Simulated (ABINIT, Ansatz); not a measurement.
# SnPbSe3 (Pm-3m): zone-centre phonons, part 3 of 4

Wanted: the vibrations of SnPbSe3 (Pm-3m) at Γ, by two programs.

ABINIT 10.8.3; DFT LDA, scalar-relativistic, plane waves, HGH norm-conserving pseudopotentials.

So far. Step 3 (Ground state): The cell stands at -0.91 GPa: the relaxation ran with a smoothed and higher cutoff, and the difference is a stress of the finite basis. Step 4 (Zone-centre response): The acoustic modes at Γ come out as far as 2.1 cm⁻¹ from zero, where they should vanish, a small numerical error. The lowest optical mode is imaginary, 108i cm⁻¹, an instability at this level and on this k mesh. The relaxed cell has a = 5.151 Å (conventional setting).

The structure was built from a prototype and need not be the compound's stable phase.

### 5. Zone-centre analysis

anaddb reads the merged derivatives and imposes the acoustic sum rule.

Input file anaddb.abi:

```
ddb_filepath "gamma_DDB"
output_file "anaddb.abo"
outdata_prefix "anaddb"
asr 1
chneut 1
enunit 2
eivec 1
nph1l 1
qph1l 0.0 0.0 0.0 1.0
```

Input file mrgddb.in:

```
gamma_DDB
merged
2
dfpt_gammao_DDB
gso_DDB
```

On the command line:

```bash
$ mrgddb < mrgddb.in > mrgddb.log
$ OMP_NUM_THREADS=1 anaddb anaddb.abi > anaddb.log
```

anaddb.abo, the main output file:

```text
-outvars_anaddb: echo values of input variables ----------------------

 Miscellaneous information :
      enunit         2
       eivec         1
         asr         1
 First list of wavevector (reduced coord.) :
       nph1l         1
       qph1l
                     0.00000000E+00  0.00000000E+00  0.00000000E+00    1.000E+00

================================================================================

 read the DDB information and perform some checks

  ==== Info on the Cryst% object ====
 Real(R)+Recip(G) space primitive vectors, cartesian coordinates (Bohr,Bohr^-1):
 R(1)=  9.7336334  0.0000000  0.0000000  G(1)=  0.1027366  0.0000000  0.0000000
 R(2)=  0.0000000  9.7336334  0.0000000  G(2)=  0.0000000  0.1027366  0.0000000
 R(3)=  0.0000000  0.0000000  9.7336334  G(3)=  0.0000000  0.0000000  0.1027366
 Unit cell volume ucvol=  9.2219965E+02 bohr^3
 Angles (23,13,12)=  9.00000000E+01  9.00000000E+01  9.00000000E+01 degrees
 Time-reversal symmetry is present
 Reduced atomic positions [iatom, xred, symbol]:
    1)    0.0000000  0.0000000  0.0000000  Pb
    2)    0.5000000  0.5000000  0.5000000  Sn
    3)    0.5000000  0.5000000  0.0000000  Se
    4)    0.5000000  0.0000000  0.5000000  Se
    5)    0.0000000  0.5000000  0.5000000  Se

 DDB file with 3 blocks has been read.

================================================================================

 Treat the first list of vectors

  Phonon wavevector (reduced coordinates) :  0.00000  0.00000  0.00000
 Phonon energies in Hartree :
  -4.906640E-04 -4.906640E-04 -4.906640E-04 -4.306705E-04 -4.306705E-04
  -4.306705E-04 -2.025986E-04 -2.025986E-04 -2.025986E-04  1.214812E-08
   1.233481E-08  1.287875E-08  1.044481E-03  1.044481E-03  1.044481E-03
 Phonon energies in meV     :
- -1.335165E+01 -1.335165E+01 -1.335165E+01 -1.171914E+01 -1.171914E+01
- -1.171914E+01 -5.512990E+00 -5.512990E+00 -5.512990E+00  3.305672E-04
-  3.356474E-04  3.504488E-04  2.842178E+01  2.842178E+01  2.842178E+01
 Phonon frequencies in cm-1    :
- -1.076883E+02 -1.076883E+02 -1.076883E+02 -9.452124E+01 -9.452124E+01
- -9.452124E+01 -4.446526E+01 -4.446526E+01 -4.446526E+01  2.666204E-03
-  2.707179E-03  2.826560E-03  2.292371E+02  2.292371E+02  2.292371E+02
 Phonon frequencies in Thz     :
- -3.228414E+00 -3.228414E+00 -3.228414E+00 -2.833676E+00 -2.833676E+00
- -2.833676E+00 -1.333035E+00 -1.333035E+00 -1.333035E+00  7.993079E-05
-  8.115918E-05  8.473814E-05  6.872357E+00  6.872357E+00  6.872357E+00
 Phonon energies in Kelvin  :
- -1.549395E+02 -1.549395E+02 -1.549395E+02 -1.359950E+02 -1.359950E+02
- -1.359950E+02 -6.397559E+01 -6.397559E+01 -6.397559E+01  3.836073E-03
-  3.895027E-03  4.066789E-03  3.298211E+02  3.298211E+02  3.298211E+02

 Eigendisplacements
 (will be given, for each mode : in cartesian coordinates
   for each atom the real part of the displacement vector,
   then the imaginary part of the displacement vector - absolute values smaller than 1.0d-7 are set to zero)
  Mode number    1   Energy   -4.906640E-04
 Attention : low frequency mode.
   (Could be unstable or acoustic mode)
-  1  0.00000000E+00  0.00000000E+00 -8.37538368E-04
-     0.00000000E+00  0.00000000E+00  0.00000000E+00
-  2  0.00000000E+00  0.00000000E+00 -5.29916316E-04
-     0.00000000E+00  0.00000000E+00  0.00000000E+00
-  3  0.00000000E+00  0.00000000E+00 -6.50088105E-05
-     0.00000000E+00  0.00000000E+00  0.00000000E+00
-  4  0.00000000E+00  0.00000000E+00  1.52977542E-03
-     0.00000000E+00  0.00000000E+00  0.00000000E+00
-  5  0.00000000E+00  0.00000000E+00  1.52977542E-03
-     0.00000000E+00  0.00000000E+00  0.00000000E+00
  Mode number    2   Energy   -4.906640E-04
 Attention : low frequency mode.
   (Could be unstable or acoustic mode)
-  1  0.00000000E+00 -8.37538368E-04  0.00000000E+00
-     0.00000000E+00  0.00000000E+00  0.00000000E+00
-  2  0.00000000E+00 -5.29916316E-04  0.00000000E+00
-     0.00000000E+00  0.00000000E+00  0.00000000E+00
-  3  0.00000000E+00  1.52977542E-03  0.00000000E+00
-     0.00000000E+00  0.00000000E+00  0.00000000E+00
-  4  0.00000000E+00 -6.50088105E-05  0.00000000E+00
-     0.00000000E+00  0.00000000E+00  0.00000000E+00
-  5  0.00000000E+00  1.52977542E-03  0.00000000E+00
-     0.00000000E+00  0.00000000E+00  0.00000000E+00
  Mode number    3   Energy   -4.906640E-04
 Attention : low frequency mode.
   (Could be unstable or acoustic mode)
-  1  8.37538368E-04  0.00000000E+00  0.00000000E+00
-     0.00000000E+00  0.00000000E+00  0.00000000E+00
-  2  5.29916316E-04  0.00000000E+00  0.00000000E+00
-     0.00000000E+00  0.00000000E+00  0.00000000E+00
-  3 -1.52977542E-03  0.00000000E+00  0.00000000E+00
-     0.00000000E+00  0.00000000E+00  0.00000000E+00
-  4 -1.52977542E-03  0.00000000E+00  0.00000000E+00
-     0.00000000E+00  0.00000000E+00  0.00000000E+00
-  5  6.50088105E-05  0.00000000E+00  0.00000000E+00
-     0.00000000E+00  0.00000000E+00  0.00000000E+00
  Mode number    4   Energy   -4.306705E-04
 Attention : low frequency mode.
   (Could be unstable or acoustic mode)
-  1  0.00000000E+00  0.00000000E+00  0.00000000E+00
-     0.00000000E+00  0.00000000E+00  0.00000000E+00
-  2  0.00000000E+00  0.00000000E+00  0.00000000E+00
-     0.00000000E+00  0.00000000E+00  0.00000000E+00
-  3  0.00000000E+00  0.00000000E+00  0.00000000E+00
-     0.00000000E+00  0.00000000E+00  0.00000000E+00
-  4  0.00000000E+00  0.00000000E+00  1.86380890E-03
-     0.00000000E+00  0.00000000E+00  0.00000000E+00
-  5  0.00000000E+00  0.00000000E+00 -1.86380890E-03
-     0.00000000E+00  0.00000000E+00  0.00000000E+00
  Mode number    5   Energy   -4.306705E-04
 Attention : low frequency mode.
   (Could be unstable or acoustic mode)
-  1  0.00000000E+00  0.00000000E+00  0.00000000E+00
-     0.00000000E+00  0.00000000E+00  0.00000000E+00
-  2  0.00000000E+00  0.00000000E+00  0.00000000E+00
-     0.00000000E+00  0.00000000E+00  0.00000000E+00
-  3  0.00000000E+00  1.86380890E-03  0.00000000E+00
-     0.00000000E+00  0.00000000E+00  0.00000000E+00
-  4  0.00000000E+00  0.00000000E+00  0.00000000E+00
-     0.00000000E+00  0.00000000E+00  0.00000000E+00
-  5  0.00000000E+00 -1.86380890E-03  0.00000000E+00
-     0.00000000E+00  0.00000000E+00  0.00000000E+00
  Mode number    6   Energy   -4.306705E-04
 Attention : low frequency mode.
   (Could be unstable or acoustic mode)
-  1  0.00000000E+00  0.00000000E+00  0.00000000E+00
-     0.00000000E+00  0.00000000E+00  0.00000000E+00
-  2  0.00000000E+00  0.00000000E+00  0.00000000E+00
-     0.00000000E+00  0.00000000E+00  0.00000000E+00
-  3  1.86380890E-03  0.00000000E+00  0.00000000E+00
-     0.00000000E+00  0.00000000E+00  0.00000000E+00
-  4 -1.86380890E-03  0.00000000E+00  0.00000000E+00
-     0.00000000E+00  0.00000000E+00  0.00000000E+00
-  5  0.00000000E+00  0.00000000E+00  0.00000000E+00
-     0.00000000E+00  0.00000000E+00  0.00000000E+00
  Mode number    7   Energy   -2.025986E-04
 Attention : low frequency mode.
   (Could be unstable or acoustic mode)
-  1  0.00000000E+00  0.00000000E+00  9.85505942E-04
-     0.00000000E+00  0.00000000E+00  0.00000000E+00
-  2  0.00000000E+00  0.00000000E+00 -1.45700392E-03
-     0.00000000E+00  0.00000000E+00  0.00000000E+00
-  3  0.00000000E+00  0.00000000E+00 -1.00936430E-03
-     0.00000000E+00  0.00000000E+00  0.00000000E+00
-  4  0.00000000E+00  0.00000000E+00  3.07086845E-04
-     0.00000000E+00  0.00000000E+00  0.00000000E+00
-  5  0.00000000E+00  0.00000000E+00  3.07086845E-04
-     0.00000000E+00  0.00000000E+00  0.00000000E+00
  Mode number    8   Energy   -2.025986E-04
 Attention : low frequency mode.
   (Could be unstable or acoustic mode)
-  1  0.00000000E+00 -9.85505942E-04  0.00000000E+00
-     0.00000000E+00  0.00000000E+00  0.00000000E+00
-  2  0.00000000E+00  1.45700392E-03  0.00000000E+00
-     0.00000000E+00  0.00000000E+00  0.00000000E+00
-  3  0.00000000E+00 -3.07086845E-04  0.00000000E+00
-     0.00000000E+00  0.00000000E+00  0.00000000E+00
-  4  0.00000000E+00  1.00936430E-03  0.00000000E+00
-     0.00000000E+00  0.00000000E+00  0.00000000E+00
-  5  0.00000000E+00 -3.07086845E-04  0.00000000E+00
-     0.00000000E+00  0.00000000E+00  0.00000000E+00
  Mode number    9   Energy   -2.025986E-04
 Attention : low frequency mode.
   (Could be unstable or acoustic mode)
-  1  9.85505942E-04  0.00000000E+00  0.00000000E+00
-     0.00000000E+00  0.00000000E+00  0.00000000E+00
-  2 -1.45700392E-03  0.00000000E+00  0.00000000E+00
-     0.00000000E+00  0.00000000E+00  0.00000000E+00
-  3  3.07086845E-04  0.00000000E+00  0.00000000E+00
-     0.00000000E+00  0.00000000E+00  0.00000000E+00
-  4  3.07086845E-04  0.00000000E+00  0.00000000E+00
-     0.00000000E+00  0.00000000E+00  0.00000000E+00
-  5 -1.00936430E-03  0.00000000E+00  0.00000000E+00
-     0.00000000E+00  0.00000000E+00  0.00000000E+00
  Mode number   10   Energy    1.214812E-08
 Attention : low frequency mode.
   (Could be unstable or acoustic mode)
-  1  0.00000000E+00  0.00000000E+00  9.87245545E-04
-     0.00000000E+00  0.00000000E+00  0.00000000E+00
-  2  0.00000000E+00  0.00000000E+00  9.87378378E-04
-     0.00000000E+00  0.00000000E+00  0.00000000E+00
-  3  0.00000000E+00  0.00000000E+00  9.87360056E-04
-     0.00000000E+00  0.00000000E+00  0.00000000E+00
-  4  0.00000000E+00  0.00000000E+00  9.87263264E-04
-     0.00000000E+00  0.00000000E+00  0.00000000E+00
-  5  0.00000000E+00  0.00000000E+00  9.87263264E-04
-     0.00000000E+00  0.00000000E+00  0.00000000E+00
  Mode number   11   Energy    1.233481E-08
 Attention : low frequency mode.
   (Could be unstable or acoustic mode)
-  1  0.00000000E+00  9.87245545E-04  0.00000000E+00
-     0.00000000E+00  0.00000000E+00  0.00000000E+00
-  2  0.00000000E+00  9.87378378E-04  0.00000000E+00
-     0.00000000E+00  0.00000000E+00  0.00000000E+00
-  3  0.00000000E+00  9.87263264E-04  0.00000000E+00
-     0.00000000E+00  0.00000000E+00  0.00000000E+00
-  4  0.00000000E+00  9.87360056E-04  0.00000000E+00
-     0.00000000E+00  0.00000000E+00  0.00000000E+00
-  5  0.00000000E+00  9.87263264E-04  0.00000000E+00
-     0.00000000E+00  0.00000000E+00  0.00000000E+00
  Mode number   12   Energy    1.287875E-08
 Attention : low frequency mode.
   (Could be unstable or acoustic mode)
-  1  9.87245545E-04  0.00000000E+00  0.00000000E+00
-     0.00000000E+00  0.00000000E+00  0.00000000E+00
-  2  9.87378378E-04  0.00000000E+00  0.00000000E+00
-     0.00000000E+00  0.00000000E+00  0.00000000E+00
-  3  9.87263264E-04  0.00000000E+00  0.00000000E+00
-     0.00000000E+00  0.00000000E+00  0.00000000E+00
-  4  9.87263264E-04  0.00000000E+00  0.00000000E+00
-     0.00000000E+00  0.00000000E+00  0.00000000E+00
-  5  9.87360056E-04  0.00000000E+00  0.00000000E+00
-     0.00000000E+00  0.00000000E+00  0.00000000E+00
  Mode number   13   Energy    1.044481E-03
-  1  0.00000000E+00  0.00000000E+00  1.54980181E-05
-     0.00000000E+00  0.00000000E+00  0.00000000E+00
-  2  0.00000000E+00  0.00000000E+00  1.11471481E-03
-     0.00000000E+00  0.00000000E+00  0.00000000E+00
-  3  0.00000000E+00  0.00000000E+00 -2.22477975E-03
-     0.00000000E+00  0.00000000E+00  0.00000000E+00
-  4  0.00000000E+00  0.00000000E+00  2.54125351E-04
-     0.00000000E+00  0.00000000E+00  0.00000000E+00
-  5  0.00000000E+00  0.00000000E+00  2.54125351E-04
-     0.00000000E+00  0.00000000E+00  0.00000000E+00
  Mode number   14   Energy    1.044481E-03
-  1  0.00000000E+00  1.54980181E-05  0.00000000E+00
-     0.00000000E+00  0.00000000E+00  0.00000000E+00
-  2  0.00000000E+00  1.11471481E-03  0.00000000E+00
-     0.00000000E+00  0.00000000E+00  0.00000000E+00
-  3  0.00000000E+00  2.54125351E-04  0.00000000E+00
-     0.00000000E+00  0.00000000E+00  0.00000000E+00
-  4  0.00000000E+00 -2.22477975E-03  0.00000000E+00
-     0.00000000E+00  0.00000000E+00  0.00000000E+00
-  5  0.00000000E+00  2.54125351E-04  0.00000000E+00
-     0.00000000E+00  0.00000000E+00  0.00000000E+00
  Mode number   15   Energy    1.044481E-03
-  1  1.54980181E-05  0.00000000E+00  0.00000000E+00
-     0.00000000E+00  0.00000000E+00  0.00000000E+00
-  2  1.11471481E-03  0.00000000E+00  0.00000000E+00
-     0.00000000E+00  0.00000000E+00  0.00000000E+00
-  3  2.54125351E-04  0.00000000E+00  0.00000000E+00
-     0.00000000E+00  0.00000000E+00  0.00000000E+00
-  4  2.54125351E-04  0.00000000E+00  0.00000000E+00
-     0.00000000E+00  0.00000000E+00  0.00000000E+00
-  5 -2.22477975E-03  0.00000000E+00  0.00000000E+00
-     0.00000000E+00  0.00000000E+00  0.00000000E+00

 Analysis of degeneracies and characters (maximum tolerance=1.00E-06 a.u.)
 For each vibration mode, or group of modes if degenerate,
 the characters are given for each symmetry operation (see the list in the log file).
 Symmetry characters of vibration mode #   1
       degenerate with vibration modes #   2 to    3
  3.0 -3.0 -1.0  1.0 -1.0  1.0 -1.0  1.0  1.0 -1.0 -1.0  1.0  1.0 -1.0 -1.0  1.0
 -0.0  0.0 -0.0  0.0  0.0 -0.0  0.0 -0.0  1.0 -1.0 -1.0  1.0 -1.0  1.0  1.0 -1.0
 -0.0  0.0  0.0 -0.0  0.0 -0.0 -0.0  0.0  1.0 -1.0  1.0 -1.0 -1.0  1.0 -1.0  1.0
 Symmetry characters of vibration mode #   4
       degenerate with vibration modes #   5 to    6
  3.0 -3.0 -1.0  1.0 -1.0  1.0 -1.0  1.0 -1.0  1.0  1.0 -1.0 -1.0  1.0  1.0 -1.0
 -0.0  0.0 -0.0  0.0  0.0 -0.0  0.0 -0.0 -1.0  1.0  1.0 -1.0  1.0 -1.0 -1.0  1.0
 -0.0  0.0  0.0 -0.0  0.0 -0.0 -0.0  0.0 -1.0  1.0 -1.0  1.0  1.0 -1.0  1.0 -1.0
 Symmetry characters of vibration mode #   7
       degenerate with vibration modes #   8 to    9
  3.0 -3.0 -1.0  1.0 -1.0  1.0 -1.0  1.0  1.0 -1.0 -1.0  1.0  1.0 -1.0 -1.0  1.0
  0.0 -0.0  0.0 -0.0 -0.0  0.0 -0.0  0.0  1.0 -1.0 -1.0  1.0 -1.0  1.0  1.0 -1.0
  0.0 -0.0 -0.0  0.0 -0.0  0.0  0.0 -0.0  1.0 -1.0  1.0 -1.0 -1.0  1.0 -1.0  1.0
 Symmetry characters of vibration mode #  10
       degenerate with vibration modes #  11 to   12
  3.0 -3.0 -1.0  1.0 -1.0  1.0 -1.0  1.0  1.0 -1.0 -1.0  1.0  1.0 -1.0 -1.0  1.0
 -0.0  0.0  0.0 -0.0 -0.0  0.0  0.0 -0.0  1.0 -1.0 -1.0  1.0 -1.0  1.0  1.0 -1.0
 -0.0  0.0 -0.0  0.0  0.0 -0.0  0.0 -0.0  1.0 -1.0  1.0 -1.0 -1.0  1.0 -1.0  1.0
 Symmetry characters of vibration mode #  13
       degenerate with vibration modes #  14 to   15
  3.0 -3.0 -1.0  1.0 -1.0  1.0 -1.0  1.0  1.0 -1.0 -1.0  1.0  1.0 -1.0 -1.0  1.0
  0.0 -0.0  0.0 -0.0 -0.0  0.0 -0.0  0.0  1.0 -1.0 -1.0  1.0 -1.0  1.0  1.0 -1.0
  0.0 -0.0 -0.0  0.0 -0.0  0.0  0.0 -0.0  1.0 -1.0  1.0 -1.0 -1.0  1.0 -1.0  1.0
-
```

Run time: 0.56 s. Hardware: 1 thread of Arm Neoverse V2, shared host.

This step gave:

| Item | Value |
| --- | --- |
| lowest optical zone-centre mode | -107.7 cm⁻¹ |

No LO-TO term; unit eigenvectors of the mass-weighted matrix, from anaddb's displacements. Modes at Γ, with each element's share of the kinetic energy (negative means imaginary):

```
mode  frequency (cm⁻¹)  symmetry  Pb %  Sn %  Se %
   1            -107.7       T1u    26     6    67
   2            -107.7       T1u    26     6    67
   3            -107.7       T1u    26     6    67
   4             -94.5       T2u     0     0   100
   5             -94.5       T2u     0     0   100
   6             -94.5       T2u     0     0   100
   7             -44.5       T1u    37    46    17
   8             -44.5       T1u    37    46    17
   9             -44.5       T1u    37    46    17
  10               0.0  acoustic    37    21    42
  11               0.0  acoustic    37    21    42
  12               0.0  acoustic    37    21    42
  13             229.2       T1u     0    27    73
  14             229.2       T1u     0    27    73
  15             229.2       T1u     0    27    73
```

Displacements in mode 1 (-107.7 cm⁻¹), the largest set to 1:
```
Pb1  0.00  0.00 -0.55
Sn2  0.00  0.00 -0.35
Se3  0.00  0.00 -0.04
Se4  0.00  0.00  1.00
Se5  0.00  0.00  1.00
```

Displacements in mode 13 (229.2 cm⁻¹), the largest set to 1:
```
Pb1  0.00  0.00  0.01
Sn2  0.00  0.00  0.50
Se3  0.00  0.00 -1.00
Se4  0.00  0.00  0.11
Se5  0.00  0.00  0.11
```

The rule moves no optical mode by more than 0.1 cm⁻¹.

[end of part 3 of 4]

[Host names and launcher messages were left out of these logs when they were recorded.]

[Logs are printed without paths, hosts, clocks, repeated set-up lines and the standing remarks that a program may print on its own settings, such as how far it seeks lower states.]

[Hosts, paths, dates, database ids (printed as entryN), source tags and the programs' standing remarks are cut or masked in the printed files.]
